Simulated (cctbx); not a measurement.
**Occupancies in Tm2CoS4**

Cell a = 6.5260 Å, b = 14.0400 Å, c = 6.6060 Å, α = 90.00°, β = 90.00°, γ = 90.00°; space group Fmm2 (no. 42); nominal formula Tm2CoS4.

The data are simulated with cctbx, not measured: Cu Kα, λ = 1.54184 Å, to d = 0.83 Å, 70 % of the full sphere, strongest reflection 40000 counts, noise from counting, a 6 % proportional error and a noise floor of 15 counts (s.d.); no absorption.

With every site full:

```text
Rint 0.037, 309 unique reflections to 0.83 A
cycle     R1     wR2    GooF  max shift (A)
   1  0.0766  0.1805   3.828   0.00560
   2  0.0247  0.0614   1.303   0.00021
final R1 0.0247 wR2 0.0614 GooF 1.303  parameters 21  data/parameter 14.7
atom        x        y        z      Ueq    occ   su(xyz)  su(Uiso or U11)
Tm1    0.00000  0.35085  0.99969   0.0269  1.000  0.00006  0.0004
Co2    0.50000  0.00000  0.52277   0.0113  1.000  0.00046  0.0009
S1     0.74059  0.00000  0.77788   0.0295  1.000  0.00100  0.0018
S2     0.25000  0.25000  0.75098   0.0282  1.000  0.00070  0.0013
difference map: max 1.82 min -0.70 rms 0.22
Q1    0.0000  0.0000  0.0231    4    1.83  0.00 A from Co2
Q2    0.0000  0.1314  0.6333    8    0.76  0.92 A from Tm1
Q3    0.2497  0.1670  0.2520   16    0.75  1.17 A from S2
Q4    0.2436  0.0000  0.1128    8    0.62  1.09 A from S1
Q5    0.2622  0.0000  0.3843    8    0.54  0.72 A from S1
Q6    0.0000  0.0000  0.5138    4    0.53  2.10 A from Tm1
```

With the occupancies of the suspect sites free, each still typed as its main element:

```text
Rint 0.037, 309 unique reflections to 0.83 A
cycle     R1     wR2    GooF  max shift (A)
   1  0.1248  0.2633   5.604   0.00063
  20  0.0203  0.0495   1.055   0.00002
final R1 0.0203 wR2 0.0495 GooF 1.054  parameters 23  data/parameter 13.4
atom        x        y        z      Ueq    occ   su(xyz)  su(Uiso or U11)
Tm1    0.00000  0.35080  0.99965   0.0270  0.967  0.00005  0.0003
Co2    0.50000  0.00000  0.52275   0.0163  1.051  0.00037  0.0009
S1     0.74120  0.00000  0.77821   0.0316  1.000  0.00083  0.0016
S2     0.25000  0.25000  0.75138   0.0308  1.000  0.00056  0.0012
su of occupancy Tm1: 0.008
su of occupancy Co2: 0.014
difference map: max 0.72 min -0.68 rms 0.17
Q1    0.0000  0.0000  0.0232    4    0.72  0.00 A from Co2
Q2    0.0000  0.1308  0.6426    8    0.71  0.98 A from Tm1
Q3    0.0000  0.1295  0.3741    8    0.65  0.87 A from Tm1
Q4    0.2483  0.1627  0.2492   16    0.63  1.23 A from S2
Q5    0.0000  0.0000  0.5114    4    0.63  2.10 A from Tm1
Q6    0.2478  0.0000  0.1137    8    0.52  1.09 A from S1
```

**Question.** What is the disorder?

X-rays count electrons. Tm1 refines to 0.967(0.008), or 66.7 electrons; the site truly holds 0.975 Tm and 0.025 Co, 67.9 electrons, which is 0.985 of Tm; Co2 refines to 1.051(0.014), or 28.4 electrons; the site truly holds 0.95 Co and 0.05 Tm, 29.1 electrons, which is 1.078 of Co. A value under 1 can't tell vacancies from a lighter guest, and one over 1 needs a heavier guest; chemistry or a second radiation must settle which. Occupancy correlates with U and the scale, and the two elements' form factors differ in shape, so the match is approximate.

Freeing them takes R1 from 0.0247 to 0.0203 and GooF from 1.30 to 1.05.

The model was made for the exercise: a known structure type with other elements put in, its volume estimated, not relaxed; displacement parameters are assumed.

[Middle refinement cycles are left out of these outputs.]

[Logs are printed without paths, hosts, clocks, repeated set-up lines and the standing remarks that a program may print on its own settings, such as how far it seeks lower states.]
